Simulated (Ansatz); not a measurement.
**BiN (model cell, started as CsCl type): a soft mode frozen in**

Wanted: the energy along a soft mode of BiN (model cell, started as CsCl type) and the structure at the end.

Method: DFT PBEsol, scalar-relativistic, plane waves, PAW, in Ansatz 0.2.0.

The structure was built from a prototype and need not be the compound's stable phase.

### 1. The system as given

It takes space group Pm-3m (No. 221, cubic). The conventional cell has a = 3.138 Å, b = 3.138 Å, c = 3.138 Å, α = 90.00°, β = 90.00°, γ = 90.00°. Nearest to Bi lie 8 N at 2.72 Å. N has 8 Bi at 2.72 Å nearest. Farther neighbours, and contacts between anions beyond the nearest, are not listed.

### 2. Phonons on a q mesh

Stability and thermal properties need the whole zone. Linear response on a 4×4×4 q mesh gives force constants as far as a supercell of that size would.

File input.yaml:

```yaml
crystal:
  lattice:
    - [3.1375731501, 0.0, 0.0]
    - [0.0, 3.1375731501, 0.0]
    - [0.0, 0.0, 3.1375731501]
  atoms:
    - { symbol: Bi, position: [0.0, 0.0, 0.0] }
    - { symbol: "N", position: [0.5, 0.5, 0.5] }
kpoints:
  mp_grid: { grid: [16, 16, 16] }
hamiltonian:
  xc: pbesol
scf:
  occupations: { method: methfessel_paxton, width: 0.2 }
output:
  eigenvalues: true
phonons:
  method: dfpt
  qmesh: [4, 4, 4]
  temperatures: { t_max: 1000, t_step: 50 }
  qpath:
    path:
      - [[0.0, 0.0, 0.0], [0.0, 0.5, 0.0], [0.5, 0.5, 0.0], [0.0, 0.0, 0.0], [0.5, 0.5, 0.5], [0.0, 0.5, 0.0]]
      - [[0.5, 0.5, 0.5], [0.5, 0.5, 0.0]]
    npoints: 10
```

Started as:

```sh
> ansatz run input.yaml --threads 4 --pin off --max-ram 7168MiB --backend cpu --events-out ev --progress --plain --runs-dir out
```

Output:

```text
Engine: ansatz 0.2.0, aarch64-unknown-linux-gnu
Pseudopotentials: kind: paw
Pseudopotential: Bi, paw, valence charge 15, recommended cutoff 420 eV (normal), Bi.paw.azcp
Pseudopotential: N, paw, valence charge 5, recommended cutoff 420 eV (normal), N.paw.azcp
Functional definition: PBEsol
  exchange = pbesol_x
  correlation = pbesol_c
Crystal: 2 atoms, lattice volume = 30.887 Å³
Basis set: ecut = 420 eV, 619 PW (Γ), exchange–correlation on 48×48×48 points (8 copies of the dense FFT grid, shifted against one another)
Bands: 14, of which v1, the nominal top of the filled ones, is band 10 counted from 1 (9 counted from 0)
Symmetry: 48 space group operations
k-points: 165 of 4096
Non-local potential: Bi, projectors of the file, l = 0: 2, l = 1: 2, l = 2: 2, l = 3: 2
Non-local potential: N, projectors of the file, l = 0: 2, l = 1: 2, l = 2: 1
PAW form: soft (Blöchl's): semilocal exchange-correlation on the pseudo side does not see the compensation charge
PAW frozen core: Bi, regenerated for the run's functional, and the local potential with it (the file was generated under x = pbe(κ = 0.804, μ = 0.219515), c = pbe(β = 0.066725))
PAW frozen core: N, regenerated for the run's functional, and the local potential with it (the file was generated under x = pbe(κ = 0.804, μ = 0.219515), c = pbe(β = 0.066725))
PAW one-centre angular grid: Bi, 590 points (default); XC on 64 Gauss nodes
PAW one-centre angular grid: N, 110 points (default); XC on 64 Gauss nodes
Initial density: superposition of atomic densities (neutral atoms: chi_scale 0, normalization atom), corrected by the library's trained network
Initial wavefunctions: pseudopotential atomic-orbital guess
Functional: x = pbesol(κ = 0.804, μ = 0.123457), c = pbesol(β = 0.046)
SCF iter   1: F=—  HF=-12618.040732 eV  |F-HF|=—  |Δ(HF+E_count)|=         —  Δρ=1.74e-2  dr2=1.23e-1  ethr=1.77e-3  ⟨swp⟩=5.0  Hψ=11301  notcnv=0
preconditioner: auto → none  [metal: Δε(μ)=0.019 eV  Ē_g=19.990 eV  σ=0.200 eV  W_gap=0.08  n_scr=6 (ndim 8)  ℏωp=29.9 eV  f_vac=0.000  D(μ)=0.96/eV (n_scr^D=6)  sad-step TF]
SCF iter   2: F=—  HF=-12618.028030 eV  |F-HF|=—  |Δ(HF+E_count)|=   1.27e-2  S|Δr|=    0.00e0  Δρ=1.25e-2  dr2=6.86e-2  ethr=6.15e-4  ⟨swp⟩=1.0  Hψ=3630  notcnv=0
SCF iter   3: F=—  HF=-12618.014426 eV  |F-HF|=—  |Δ(HF+E_count)|=   1.36e-2  S|Δr|=    0.00e0  Δρ=1.17e-3  dr2=4.15e-4  ethr=3.43e-4  ⟨swp⟩=1.5  Hψ=2414  notcnv=0
SCF iter   4: F=—  HF=-12618.014518 eV  |F-HF|=—  |Δ(HF+E_count)|=   9.19e-5  S|Δr|=    0.00e0  Δρ=2.02e-4  dr2=3.22e-6  ethr=2.08e-6  ⟨swp⟩=2.0  Hψ=2773  notcnv=0
SCF iter   5: F=—  HF=-12618.014536 eV  |F-HF|=—  |Δ(HF+E_count)|=   1.74e-5  S|Δr|=    0.00e0  Δρ=4.43e-5  dr2=6.58e-7  ethr=1.61e-8  ⟨swp⟩=2.0  Hψ=3982  notcnv=0
SCF iter   6: F=—  HF=-12618.014532 eV  |F-HF|=—  |Δ(HF+E_count)|=   4.23e-6  S|Δr|=    0.00e0  Δρ=1.12e-5  dr2=3.72e-8  ethr=3.29e-9  ⟨swp⟩=2.4  Hψ=3697  notcnv=0
SCF iter   7: F=—  HF=-12618.014531 eV  |F-HF|=—  |Δ(HF+E_count)|=   4.87e-9  S|Δr|=    0.00e0  Δρ=2.41e-6  dr2=2.30e-9  ethr=1.86e-10  ⟨swp⟩=2.0  Hψ=2774  notcnv=0
SCF iter   8: F=—  HF=-12618.014531 eV  |F-HF|=—  |Δ(HF+E_count)|=  6.08e-10  S|Δr|=    0.00e0  Δρ=1.96e-7  dr2=1.30e-11  ethr=1.15e-11  ⟨swp⟩=2.0  Hψ=2723  notcnv=0
SCF iter   9: F=-12618.014531 eV  HF=-12618.014531 eV  |F-HF|=1.82e-12  |Δ(HF+E_count)|=  9.09e-12  S|Δr|=    0.00e0  Δρ=6.35e-8  dr2=1.40e-12  ethr=1.00e-12  ⟨swp⟩=5.8  Hψ=10098  notcnv=0
the search or the solves at the SCF's close seem to have found levels that the self-consistency loop had missed (the run counts 2). By its estimate they hold under 1e-12 electrons; where the run keeps them, the occupations were computed again with them
SCF 1 converged in 9 iterations: F = -12618.014531 eV  dr2 = 1.40e-12
  greatest PAW one-centre occupation: 0.990 electrons in one spin orbital (limit 2), on the Bi atom at site 0 (counted from 0), in its partial waves of l = 2
Initial density: read from a saved state, or passed on in memory by an earlier SCF of this step, an earlier step, the calling program or the single point that the run made first
iter 1 solved again at ethr=1.80e-7 eV; its pass at ethr=3.10e-3 eV (dr2=3.59e-5 eV) is discarded
SCF iter   1: F=—  HF=-12618.014522 eV  |F-HF|=—  |Δ(HF+E_count)|=         —  Δρ=9.28e-7  dr2=1.12e-10  ethr=1.80e-7  ⟨swp⟩=3.2  Hψ=18818  notcnv=0
eigensolver tolerance schedule: the retry pair's looser diagonalisation over-reported the residual by 320188.76 of it (diagonalisation noise at an unbounded share of the residual, at the tolerance the schedule requests for it); recorded, not acted on — ethr = c·dr2/N_el stays at c = 1.0e-1
preconditioner: auto → none  [metal: Δε(μ)=0.018 eV  Ē_g=19.968 eV  σ=0.200 eV  W_gap=0.08  n_scr=6 (ndim 8)  ℏωp=29.9 eV  f_vac=0.000  D(μ)=1.11/eV (n_scr^D=6)]
SCF iter   2: F=—  HF=-12618.014531 eV  |F-HF|=—  |Δ(HF+E_count)|=   9.20e-6  S|Δr|=    0.00e0  Δρ=6.34e-7  dr2=6.42e-11  ethr=1.00e-12  ⟨swp⟩=4.1  Hψ=6531  notcnv=0
SCF iter   3: F=—  HF=-12618.014531 eV  |F-HF|=—  |Δ(HF+E_count)|=  1.27e-11  S|Δr|=    0.00e0  Δρ=3.81e-7  dr2=2.16e-11  ethr=1.00e-12  ⟨swp⟩=1.0  Hψ=2310  notcnv=0
SCF iter   4: F=-12618.014531 eV  HF=-12618.014531 eV  |F-HF|=7.28e-12  |Δ(HF+E_count)|=  3.64e-12  S|Δr|=    0.00e0  Δρ=2.58e-7  dr2=9.83e-12  ethr=1.00e-12  ⟨swp⟩=3.7  Hψ=6909  notcnv=0
SCF 2 converged in 4 iterations: F = -12618.014531 eV  dr2 = 9.83e-12
phonons: the bands overlap, so this run is a metal and interpolates without the dipole-dipole term. If the crystal is really an insulator or semiconductor, its LO-TO splitting is missing
NSCF: frozen V_eff on 165 k-points
NSCF: frozen V_eff on 405 k-points
DFPT response loops at q = (0, 0, 0) (fractional): preconditioner auto → Kerker (q_TF=auto, 2.538 Å⁻¹) (partly filled bands, converged f_vac=0.000); β = 1.00, the filter's whole step (`scf.mixing.beta` (0.50) is not read by the response loops under this deck's `scf.mixing.preconditioner`; to damp them name `kerker` or `kerker_dos`, under which they read `scf.mixing.beta`, and type it under 1.00, their step now; both keys bind the ground state too); Broyden in place of MSR1
NSCF: frozen V_eff on 2592 k-points
DFPT response loops at q = (0, 0, 0.25) (fractional): mixed as the last ones told, above
NSCF: frozen V_eff on 1458 k-points
DFPT response loops at q = (0, 0, -0.5) (fractional): mixed as the last ones told, above
NSCF: frozen V_eff on 4608 k-points
DFPT response loops at q = (0, 0.25, 0.25) (fractional): mixed as the last ones told, above
NSCF: frozen V_eff on 2592 k-points
DFPT response loops at q = (0, 0.25, -0.5) (fractional): mixed as the last ones told, above
NSCF: frozen V_eff on 1458 k-points
DFPT response loops at q = (0, -0.5, -0.5) (fractional): mixed as the last ones told, above
NSCF: frozen V_eff on 4352 k-points
DFPT response loops at q = (0.25, 0.25, 0.25) (fractional): mixed as the last ones told, above
NSCF: frozen V_eff on 4608 k-points
DFPT response loops at q = (0.25, 0.25, -0.5) (fractional): mixed as the last ones told, above
NSCF: frozen V_eff on 2592 k-points
DFPT response loops at q = (0.25, -0.5, -0.5) (fractional): mixed as the last ones told, above
NSCF: frozen V_eff on 810 k-points
DFPT response loops at q = (-0.5, -0.5, -0.5) (fractional): mixed as the last ones told, above
SCF converged after 9 iterations
Stability not checked: this state was not tested for a lower state beside it, because cold or Methfessel-Paxton smearing, or corrected tetrahedra, fill the levels in a way that the test cannot read (fill_not_monotonic; see scf.lower_state_search)
Free energy (F): -12618.014531 eV
Harris-Foulkes:  -12618.014531 eV  (|F-HF|=1.82e-12)
Internal energy: -12618.012258 eV  (E = F + TS)
E sigma→0 (E₀):  -12618.013963 eV
Entropy (-TS):   -0.002273 eV (-1.137 meV/atom)
Fermi energy:    14.075434 eV
--- Per-component energies (eV) ---
  E_band       = -11.135711
  E_kinetic    = 427.275591
  E_local      = -1299.966551  (includes V_loc(G=0)·N_el)
  E_nonlocal   = 611.031923
  E_hartree    = 388.041800
  E_xc         = -210.196373
  E_vxc        = -220.509027  (∫ρ·V_xc dr)
  E_paw        = -10630.590154  (= ΣΔE_a)
  E_vpaw       = -305.050799  (= ΣTr[D̂ρ^β])
  E_aug_tail   = -0.000452  (compensation charges beyond the density's cutoff)
  E_ewald      = -1903.725895
  E_core_change = 0.117851  (= ΣΔE_core)
  E_smearing   = -0.002273  (= −TS)
  E_closure    = 0.000000  (closes the sum)
  Σ components = -12618.014531   (vs F -12618.014531, Δ=0.00e0)
--- Band table (eV; the first three rows and the last of 165) ---
  k-point 0: bands = [... 6 lower, 5.8742, 12.1076, 12.1076, 12.1076, 21.4127, 21.4127, 21.4127, 21.4204]
  k-point 1: bands = [... 6 lower, 5.7756, 12.0812, 12.1537, 12.1537, 20.4386, 21.3493, 21.3493, 21.4557]
  k-point 2: bands = [... 6 lower, 5.4827, 12.0266, 12.2887, 12.2887, 19.4158, 21.1599, 21.1599, 21.5619]
  k-point 164: bands = [... 6 lower, 6.9238, 11.4893, 11.4893, 11.4893, 12.1666, 12.1666, 12.1666, 27.6492]
--- Phonons (Γ-DFPT): 2 representative perturbations + reference (Σ response iterations 6) ---
  ASR residual: 5.796e-5 → 0.000e0 eV/Å²; symmetrization residual: 1.370e-6 eV/Å²
  ASR residual per site (eV/Å²): 3.94e-6 5.80e-5
  Γ frequencies (cm⁻¹): -249.68 -249.68 -249.68 0.00 0.00 0.00
--- Phonons (arbitrary-q DFPT): 10 irreducible q on the 4×4×4 mesh ---
  q = [0.0000, 0.0000, 0.0000] (star 1, of the zone-centre solve; hermiticity 9.10e-7, symmetrization 3.93e-13): -249.68 -249.68 -249.68 -0.00 0.00 0.00
  q = [0.0000, 0.0000, 0.2500] (star 6, 4 solved perturbations in 4032 linear systems a pass and spin channel, the states on 1296 of 4096 k-point pairs; hermiticity 2.14e-7, symmetrization 3.35e-13): -207.21 -207.21 -30.76 -30.76 106.19 169.36
  q = [0.0000, 0.0000, -0.5000] (star 3, 4 solved perturbations in 2268 linear systems a pass and spin channel, the states on 729 of 4096 k-point pairs; hermiticity 2.49e-14, symmetrization 3.56e-13): -62.09 -62.09 79.90 79.90 166.29 320.70
  q = [0.0000, 0.2500, 0.2500] (star 12, 4 solved perturbations in 7056 linear systems a pass and spin channel, the states on 2304 of 4096 k-point pairs; hermiticity 2.73e-7, symmetrization 4.63e-13): -204.59 -201.36 -55.88 101.24 108.39 238.24
  q = [0.0000, 0.2500, -0.5000] (star 12, 6 solved perturbations on 1296 of 4096 k-point pairs; hermiticity 2.78e-7, symmetrization 8.39e-15): -169.57 -76.51 48.66 51.92 169.83 231.87
  q = [0.0000, -0.5000, -0.5000] (star 3, 4 solved perturbations in 2268 linear systems a pass and spin channel, the states on 729 of 4096 k-point pairs; hermiticity 6.60e-7, symmetrization 3.67e-13): -255.52 -255.52 -228.50 -89.92 141.99 141.99
  q = [0.2500, 0.2500, 0.2500] (star 8, 2 solved perturbations on 2176 of 4096 k-point pairs; hermiticity 2.32e-7, symmetrization 7.94e-13): -85.13 -85.13 45.16 119.31 119.31 183.06
  q = [0.2500, 0.2500, -0.5000] (star 12, 4 solved perturbations in 7056 linear systems a pass and spin channel, the states on 2304 of 4096 k-point pairs; hermiticity 2.28e-7, symmetrization 3.68e-14): -254.55 -86.22 67.29 143.06 164.66 235.68
  q = [0.2500, -0.5000, -0.5000] (star 6, 4 solved perturbations in 4032 linear systems a pass and spin channel, the states on 1296 of 4096 k-point pairs; hermiticity 3.25e-7, symmetrization 3.64e-13): 55.23 71.92 71.92 170.94 170.94 202.85
  q = [-0.5000, -0.5000, -0.5000] (star 1, 2 solved perturbations on 405 of 4096 k-point pairs; hermiticity 2.48e-14, symmetrization 1.93e-12): 116.82 116.82 116.82 303.82 303.82 303.82
  sum rule: each row above includes the acoustic sum rule's correction from the zone centre's row sums; it moved no ω² by more than (1.06 cm⁻¹)²
  mesh force constants: q→R imaginary residual 4.06e-18; ASR residual 5.796e-5 → 0.000e0 eV/Å²; symmetrization residual 2.665e-15 eV/Å²
  interpolated dispersion: 62 rows × 6 modes
  density of states and harmonic sums: on the 20×20×20 q-mesh, interpolated from the force constants of a 4×4×4 supercell (no non-analytic term)
  largest difference from the sums on the solved wave vectors: F 4.56e-2 eV, S 6.82e-5 and C_V 2.26e-5 eV/K
  zero-point energy: 0.030491 eV/cell   skipped modes (ω ≤ 0): 736, of them read as no rigid motion or as one in doubt: 733 (2.575e0 modes/cell left out, lowest -258.00 cm⁻¹)   left out of the sums: 4.29e-1 of the cell's modes: C_V's classical limit lies that fraction below 3 k_B per atom; for a crystal, a wire or a layer, F and S can be off by more, and a phonons.interpolated_qmesh denser along its periods is the remedy for the sampling
```

Wall time 6.1 min (4 threads of Arm Neoverse V2, shared host); peak memory 2.8 GiB; 24 min of CPU time.

Reading the cycles: dr2 is the Hartree energy of the density residual (eV), the measure of convergence; HF is the Harris–Foulkes estimate of the energy, which meets the free energy F at convergence.

Numbers from this step:

```yaml
volume_per_atom: 15.44 Å³
gap_on_the_k_mesh: 0 eV
sum_rule_residual_before_enforcement: 5.80e-5 eV/Å²
lowest_frequency_on_the_path: -255.5 cm⁻¹
point_group: m-3m
highest_frequency_on_path_mesh_or_solved_points: 320.7 cm⁻¹
highest_optical_mode_at_the_zone_centre_no_lo_to_term: -249.7 cm⁻¹
lowest_optical_zone_centre_mode: -249.7 cm⁻¹
lowest_mode_on_the_q_mesh_acoustic_modes_at_gamma_apart: -255.5 cm⁻¹
```

Frequencies (cm⁻¹) solved at each irreducible wavevector; negative means imaginary. Frequencies by wavevector, by row:

| q in reciprocal lattice units | star | mode 1 | mode 2 | mode 3 | mode 4 | mode 5 | mode 6 |
| --- | --- | --- | --- | --- | --- | --- | --- |
| 0 0 0 | 1 | -249.7 | -249.7 | -249.7 | 0 | 0 | 0 |
| 0 0 0.25 | 6 | -207.2 | -207.2 | -30.8 | -30.8 | 106.2 | 169.4 |
| 0 0 -0.5 | 3 | -62.1 | -62.1 | 79.9 | 79.9 | 166.3 | 320.7 |
| 0 0.25 0.25 | 12 | -204.6 | -201.4 | -55.9 | 101.2 | 108.4 | 238.2 |
| 0 0.25 -0.5 | 12 | -169.6 | -76.5 | 48.7 | 51.9 | 169.8 | 231.9 |
| 0 -0.5 -0.5 | 3 | -255.5 | -255.5 | -228.5 | -89.9 | 142 | 142 |
| 0.25 0.25 0.25 | 8 | -85.1 | -85.1 | 45.2 | 119.3 | 119.3 | 183.1 |
| 0.25 0.25 -0.5 | 12 | -254.6 | -86.2 | 67.3 | 143.1 | 164.7 | 235.7 |
| 0.25 -0.5 -0.5 | 6 | 55.2 | 71.9 | 71.9 | 170.9 | 170.9 | 202.8 |
| -0.5 -0.5 -0.5 | 1 | 116.8 | 116.8 | 116.8 | 303.8 | 303.8 | 303.8 |

Interpolated from a 4×4×4 q mesh. The phonon branches at the labelled points (cm⁻¹):

```
    point  branch 1  branch 2  branch 3  branch 4  branch 5  branch 6
        Γ      -250      -250      -250         0         0         0
  halfway      -207      -207       -31       -31       106       169
        X       -62       -62        80        80       166       321
  halfway      -170       -76        49        52       170       232
        M      -256      -256      -228       -90       142       142
  halfway      -205      -201       -56       101       108       238
        Γ      -250      -250      -250         0         0         0
  halfway       -85       -85        45       119       119       183
        R       117       117       117       304       304       304
  halfway      -254       -86        67       143       165       236
        X       -62       -62        80        80       166       321
jump to R       117       117       117       304       304       304
  halfway        55        72        72       171       171       203
        M      -256      -256      -228       -90       142       142
```

The phonon branches as a text plot (rows in cm⁻¹):

```
    309 |      ****                          *****     ****
    285 |                                       * *        *
    261 |     *    *                        **   * *  *    *
    237 |    *             ***                   *  *       *
    213 |                              *   *      *  *      **
    189 |           *     *   *         *   *         *
    165 |   *  *******   *           **  **        ** ****   *
    141 |    **      ******              ***      ****        ***
    117 |   *     *        ***          *   ******      * ***
     93 |        * *      *  ***       *   **    ***       *
     69 |  *   ***             *     *** **       * *    *  **
     45 | *        *           **   *   *            *       *
     21 |*                       * *                    *
     -3 |*                       **
    -27 | *****   * *          **                 *   *
    -51 |       **           **                    *  ****    *
    -75 |      *  *****  ****           *           **         **
    -99 |         * *  **                                     *
   -123 |            *   *          *    ***           *
   -147 |  *  *    *
   -171 |    *       *          *      *                      **
   -195 |   *       * *   ****                     *  *
   -219 | *          *****    *  * * **                        **
   -243 |***           **      ******               **          *
         Γ      X      M          Γ            R        X|R     M
```

Symmetry leaves 10 wavevectors to solve. The lowest mode among them, the acoustic zeros apart, lies at q = (0, -0.5, -0.5) and is imaginary, 255.5i cm⁻¹, so the energy falls along it.

### 3. The mode frozen in, largest atomic shift 0 Å

The mode followed lies at q = (0, -0.5, -0.5) with frequency 255.5i cm⁻¹ and is 2-fold degenerate, the softest among the wavevectors solved. At small amplitude the pattern taken leaves space group no. 65 by a symmetry search on the positions. The undistorted cell that holds it gives the zero of energy on the same k mesh.

System of this step: BiN (model cell, started as CsCl type). It takes space group Pm-3m (No. 221, cubic). Conventional cell: a = 3.138 Å, b = 3.138 Å, c = 3.138 Å, α = 90.00°, β = 90.00°, γ = 90.00°. Bi has 8 N at 2.72 Å nearest. Nearest to N lie 8 Bi at 2.72 Å. Farther neighbours, and contacts between anions beyond the nearest, are not listed.

File input.yaml:

```yaml
crystal:
  lattice:
    - [-3.1375731501, 0.0, 0.0]
    - [0.0, -3.1375731501, -3.1375731501]
    - [0.0, -3.1375731501, 3.1375731501]
  atoms:
    - { symbol: Bi, position: [0.0, 0.5, 0.5] }
    - { symbol: Bi, position: [0.0, 1.0, 1.0] }
    - { symbol: "N", position: [0.5, 0.0, 0.5] }
    - { symbol: "N", position: [0.5, 0.5, 0.0] }
kpoints:
  mp_grid: { grid: [14, 10, 10] }
hamiltonian:
  xc: pbesol
scf:
  occupations: { method: methfessel_paxton, width: 0.2 }
output:
  forces: true
  stress: true
  eigenvalues: true
```

Output:

```text
[...]
Crystal: 4 atoms, lattice volume = 61.775 Å³
Basis set: ecut = 420 eV, 1195 PW (Γ), exchange–correlation on 48×60×60 points (8 copies of the dense FFT grid, shifted against one another)
Bands: 24, of which v1, the nominal top of the filled ones, is band 20 counted from 1 (19 counted from 0)
Symmetry: 32 space group operations
[...]
k-points: 168 of 1400
[...]
k-point 0: bands = [... 16 lower, 12.1169, 12.1173, 12.1173, 13.7824, 17.8672, 17.8672, 21.4158, 21.4159, ... 4 higher]
  k-point 1: bands = [... 16 lower, 11.9796, 12.1759, 12.2754, 13.7739, 17.6764, 17.9034, 20.5791, 20.7100, ... 4 higher]
  k-point 2: bands = [... 16 lower, 11.5965, 12.3455, 12.7005, 13.7406, 17.1882, 18.0118, 19.6267, 19.9320, ... 4 higher]
  k-point 167: bands = [... 16 lower, 7.9245, 7.9245, 13.7829, 13.7829, 17.8669, 17.8669, 17.8672, 17.8672, ... 4 higher]
[key lines of the parts left out:]
SCF converged after 7 iterations
Free energy (F): -25236.025524 eV
Fermi energy:    14.103385 eV
P = ⅓ Tr σ = 0.0750 GPa (0.750 kbar)
```

It took 3.8 s on 4 threads; peak memory 0.49 GiB; 14 s of CPU time.

This step gave:

| Property | Result |
| --- | --- |
| pressure | 0.07498 GPa |
| energy from the undistorted cell | 0 meV/atom |

The run ends at a pressure of 0.07 GPa.

[end of part 1 of 2]

[Long decimals in the printed logs are rounded to 6 places.]

[Logs are printed without paths, hosts, clocks, repeated set-up lines and the standing remarks that a program may print on its own settings, such as how far it seeks lower states.]

[Hosts, paths, dates, database ids (printed as entryN), source tags and the programs' standing remarks are cut or masked in the printed files.]

[Where the starting crystal was built by hand or by swapping elements, it need not be the compound's stable phase.]
